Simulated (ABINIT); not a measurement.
**Quasiparticle gap of MoS2 (P6_3/mmc) in ABINIT**

Aim: the G0W0 gap of MoS2 (P6_3/mmc) on PBE, step by step.

Main program and level: ABINIT 10.8.3; PBE and many-body steps on it, plane waves.

This is a report of a sequence of runs, with most program output left out.

The database entry behind the starting cell differs from later determinations by our own check (about 0.3 % long), so it need not match the best structure at ambient conditions.

## 1. Set-up

The structure is hexagonal, space group P6_3/mmc (No. 194). Conventional cell: a = 3.169 Å, b = 3.169 Å, c = 12.324 Å, α = 90.00°, β = 90.00°, γ = 120.00°. Nearest to Mo lie 6 S at 2.41 Å. Nearest to S lie 3 Mo at 2.41 Å. Farther neighbours and most contacts between anions are not listed.

The cell and positions come from the Crystallography Open Database and are kept as given unless a step says otherwise.

## 2. Ground state

This step: ABINIT 10.8.3; DFT, PBE, plane waves, norm-conserving pseudopotentials.

The ground-state density comes first.

Contents of run.abi:

```
acell 3*1.0 Angstrom
rprim 
  3.169000000004 -0.000000000001 0.000000000000
  -1.584500000001 2.744434504597 0.000000000000
  0.000000000000 0.000000000000 12.324000000000
ntypat 2
znucl 42 16
natom 6
typat 1 1 2 2 2 2
xred 
  0.333333333333 0.666666666667 0.250000000000
  0.666666666667 0.333333333333 0.750000000000
  0.333333333333 0.666666666667 0.623000000000
  0.666666666667 0.333333333333 0.123000000000
  0.333333333333 0.666666666667 0.877000000000
  0.666666666667 0.333333333333 0.377000000000
pp_dirpath "pseudos"
pseudos "Mo.upf, S.upf"
ecut 36
ngkpt 6 6 2
nshiftk 1
shiftk 0 0 0
kptopt 1
chksymbreak 0
nband 33
occopt 1
tolvrs 1e-10
nstep 60
prtwf 0
optforces 0
optstress 0
indata_prefix "in"
outdata_prefix "out"
tmpdata_prefix "tmp"
```

Command:

```bash
$ OMP_NUM_THREADS=1 mpirun -n 8 abinit run.abi > log
```

The job ended after 40 s (8 MPI ranks of Intel Xeon at 2.80GHz (Skylake/Cascade Lake), shared host; peak memory 0.88 GiB; 5.3 min of CPU time).

This step gave:

| Property | Result |
| --- | --- |
| total energy | -5031.2852 eV |
| gap | 0.8887 eV |
| k of the valence top | 0, 0, 0 |
| k of the conduction bottom | 0.1667, 0.1667, 0 |
| least direct gap | 1.654 eV |

The gap is indirect, with the least direct gap 0.77 eV higher.

## 3. Empty states on the mesh, 6×6×1 mesh, 190 bands

The sums over transitions need many empty states on a uniform mesh; this step solves for them.

run.abi: that of step 2 with these lines changed.

```diff
@@ -19,3 +19,3 @@
 ecut 36
-ngkpt 6 6 2
+ngkpt 6 6 1
 nshiftk 1
@@ -24,9 +24,10 @@
 chksymbreak 0
-nband 33
-occopt 1
-tolvrs 1e-10
+iscf -2
+irdden 1
+istwfk *1
+nband 190
+nbdbuf 16
+tolwfr 1e-09
 nstep 60
-prtwf 0
-optforces 0
-optstress 0
+prtvol 0
 indata_prefix "in"
```

Command:

```bash
$ OMP_NUM_THREADS=1 mpirun -n 7 abinit run.abi > log
```

It took 88 s on 7 MPI ranks; peak memory 0.85 GiB.

Numbers from this step:

| Quantity | Value |
| --- | --- |
| gap | 0.8887 eV |
| k of the valence top | 0, 0, 0 |
| k of the conduction bottom | 0.1667, 0.1667, 0 |
| least direct gap | 1.654 eV |
| k points computed | 7 |
| lowest point of the top converged band, above the valence top | 59.9309 eV |

On this mesh the gap is 0.889 eV.

## 4. Screening, 6×6×1 mesh, 174 bands, screening to 119.7 eV

The RPA dielectric matrix is built and inverted for each q.

This step: RPA screening on PBE, plane waves, norm-conserving pseudopotentials.

run.abi: that of step 3 with these lines changed.

```diff
@@ -24,10 +24,11 @@
 chksymbreak 0
-iscf -2
-irdden 1
 istwfk *1
-nband 190
-nbdbuf 16
-tolwfr 1e-09
-nstep 60
-prtvol 0
+occopt 1
+irdwfk 1
+optdriver 3
+nband 174
+ecuteps 4.4
+inclvkb 2
+awtr 1
+symchi 1
 indata_prefix "in"
```

Command:

```bash
$ OMP_NUM_THREADS=1 mpirun -n 8 abinit run.abi > log
```

It took 93 s on 8 MPI ranks; peak memory 2.7 GiB; 12 min of CPU time.

Numbers from this step:

* ε∞ with local fields, on this mesh, along the program's q direction: 14.54
* the same without local fields: 16.30
* plasma frequency: 25.86 eV
* plane waves in the screening matrix: 315

Local fields lower ε∞ by 11 %. On a Γ-centred mesh this coarse the value itself is usually too large, while a short band sum pulls it down.

## 5. Self-energy, 6×6×1 mesh, 174 bands, screening to 119.7 eV

The self-energy is evaluated for the states that the input lists, and the levels follow from it, in one-shot runs by the linearised quasiparticle equation.

This step: G0W0 on PBE, plane waves, norm-conserving pseudopotentials.

run.abi: that of step 4 with these lines changed.

```diff
@@ -27,8 +27,19 @@
 irdwfk 1
-optdriver 3
+optdriver 4
 nband 174
+gwcalctyp 0
+ecutsigx 36
+symsigma 1
+nkptgw 3
+kptgw 
+  0.0000000000 0.0000000000 0.0000000000
+  0.1666666667 0.1666666667 0.0000000000
+  0.3333333333 0.3333333333 0.0000000000
+bdgw 
+  25 28
+  25 28
+  25 28
 ecuteps 4.4
-inclvkb 2
-awtr 1
-symchi 1
+irdscr 1
+ppmodel 1
 indata_prefix "in"
```

Wall time 22 s (8 MPI ranks); peak memory 2.1 GiB.

Numbers from this step:

```
G0W0 gap on the points computed              : 1.189 eV
starting gap on the mesh                     : 0.8887 eV
k of the valence top                         : 0, 0, 0
k of the conduction bottom                   : 0.1667, 0.1667, 0
Z at the valence top                         : 0.774
Z at the conduction bottom                   : 0.783
least direct G0W0 gap on the computed points : 2.151 eV
```

The gap on the mesh goes from 0.89 eV to 1.19 eV, a correction of +0.30 eV.

Limits: finite bands, cutoff and mesh; no spin-orbit coupling; coarse k mesh. v1 is the top filled band, c1 the lowest empty one. Levels before and after the correction, in eV, zero at the valence-band top of each column:

|  | conduction bottom | valence top |
| --- | --- | --- |
| Kohn-Sham | 0.89 | 0.00 |
| G0W0 | 1.19 | 0.00 |

```csv
,level,energy (eV)
Kohn-Sham,Γ v2,-1.145
Kohn-Sham,Γ v1,0.000
Kohn-Sham,Γ c1-c2,2.100
Kohn-Sham,(0.167 0.167 0) v2,-1.483
Kohn-Sham,(0.167 0.167 0) v1,-1.454
Kohn-Sham,(0.167 0.167 0) c1,0.889
Kohn-Sham,(0.167 0.167 0) c2,1.628
G0W0,Γ v2,-1.218
G0W0,Γ v1,0.000
G0W0,Γ c1-c2,2.460
G0W0,(0.167 0.167 0) v2,-1.524
G0W0,(0.167 0.167 0) v1,-1.467
G0W0,(0.167 0.167 0) c1,1.189
G0W0,(0.167 0.167 0) c2,2.062
```

## 6. Where the time went

Times are wall times on the hardware named with each run, good to a factor of about two.

```csv
step,time,share,memory (GiB)
ground state,40 s,16 %,0.88
empty states on the mesh,88 s,36 %,0.85
screening,93 s,38 %,2.7
self-energy,22 s,9 %,2.1
```

## 7. Summary of results

- PBE gap: 0.89 eV, indirect
- G0W0 gap on the mesh: 1.19 eV
- GW settings: 6×6×1 mesh, 174 bands, screening to 119.7 eV, Godby-Needs plasmon pole
- known limits: not at the basis limit; no spin-orbit coupling; coarse k mesh

In words: G0W0 moves the gap on the mesh from 0.89 eV to 1.19 eV (+0.30 eV), with Z of 0.77 and 0.78 at the edges. Local fields lower the RPA ε∞ on this mesh from 16.30 to 14.54; a Γ-centred mesh this coarse tends to raise both, most where the direct gap is narrow, while a short band sum lowers them. Only 3 of the mesh's irreducible points were corrected, so a valley elsewhere could overtake. Bands and cutoff are finite, so the gap is not at the basis limit. The miss can reach some tenths of an eV and take either sign; the mesh is an error of its own. In the G0W0 run levels were corrected at 3 k points alone, so a gap called «on the mesh» is the least over those, and an edge elsewhere would be missed. The 6×6×1 mesh is coarse for this cell, which bears on the long-range parts of exchange and screening. The many-body steps are scalar-relativistic: spin-orbit coupling is not in them.

[Paths, hosts, dates, memory and timing lines, banners, echoed tables and standing remarks are left out of the program output.]

[Logs are printed without paths, hosts, clocks, repeated set-up lines and the standing remarks that a program may print on its own settings, such as how far it seeks lower states.]

[Runs of the session that timed out or met a known fault of the program may be left out.]

[Hosts, paths, dates, database ids (printed as entryN), source tags and the programs' standing remarks are cut or masked in the printed files.]

[G0W0 gaps are taken among the corrected bands and points alone; a level outside them can change the order at an edge.]

[Where Ansatz stands beside ABINIT at settings called matched, ABINIT's density can come from a denser mesh and the files from another edition; pairs whose starting gaps differed by over 0.03 eV were left out, so agreement reads better than it is.]
